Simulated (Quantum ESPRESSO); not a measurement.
# Gap and tunnelling decay at a withheld lattice constant: SrTiO3, cubic perovskite type

How the rows were computed: Quantum ESPRESSO 7.5 (pw.x, pwcond.x with ikind = 0), PBE, GBRV ultrasoft, cubic crystals. κ is the slowest decay along [001] at mid-gap among three points across the current.

| a (Å) | gap on the mesh (eV) | κ (1/Å) |
| --- | --- | --- |
| 3.780 | 2.066 | 0.246 |
| 4.021 | 1.714 | 0.236 |
| 4.142 | 1.532 | 0.232 |
| 4.263 | 1.358 | 0.223 |

One more run was made and is withheld. What are gap and κ at a = 3.901 Å?

**Worked estimate.** A line through the rows at 3.780 and 4.021 Å gives a gap of 2.066 + 0.502 × (1.714 − 2.066) = 1.89 eV and κ = 0.241 1/Å. The two-band model κ = 0.5123 √(m* E_g/4) needs m* = 0.446 at 3.780 Å; with that mass and the new gap, κ = 0.235 1/Å.

What the calculation gave: The gap is 1.893 eV and κ = 0.246 1/Å. The line misses the gap by −0.004 eV and κ by −2.0 %; the two-band estimate misses κ by −4.4 %.

**Limits.** The structure type is imposed. Local and semilocal gaps and decay constants are too small; no spin-orbit coupling. For an indirect gap m* is a fitting number alone.
